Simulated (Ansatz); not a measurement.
# A thicker film of BaTiO3 (001), TiO2 faces from four thinner ones

In a field along its normal an insulating film takes a dipole p. Written as a length, p/(ε₀AE), it should grow by 1 − 1/ε for each ångström added.

How it was computed: Ansatz 0.2.0, plane waves with PAW datasets (its set soft_2), PBE; perovskite films relaxed at a bulk in-plane lattice constant near the measured one, then held in weak fields of both signs with a dipole correction (A is the cell's area, E the outer field).

| run | distance between the outer atoms (Å) | p/(ε₀AE) (Å) |
| --- | --- | --- |
| 2 units | 8.036 | 8.679 |
| 3 units | 12.072 | 12.094 |
| 4 units | 16.106 | 15.518 |
| 5 units | 20.139 | 18.946 |
| 6 units | 24.171 | ? |

**Question.** What value belongs in the row marked “?”, and how far can the other rows tell?

A least-squares line through the 4 rows shown has slope 0.8484 and intercept 1.8568; no row lies more than 0.005 Å off it. That slope means ε = 1/(1 − 0.8484) = 6.60. At 24.171 it gives 0.8484 × 24.171 + 1.8568 = 22.363 Å, beyond the rows fitted. Rounding and scatter of the rows alone allow about ±0.008 Å there.

The run itself gives 22.374 Å: a miss of +0.011 Å, or 0.0 % of the value. The length is met to within 1 %, though ε is more sensitive than the length: the two thickest films give ε = 6.68.

Caveats: This is the electronic response alone. A unit is one step of the cut along the normal (a plane, a pair of planes or a cell), and the layers relax along it, away from their bulk spacing where the functional's lattice constant differs from the one held.
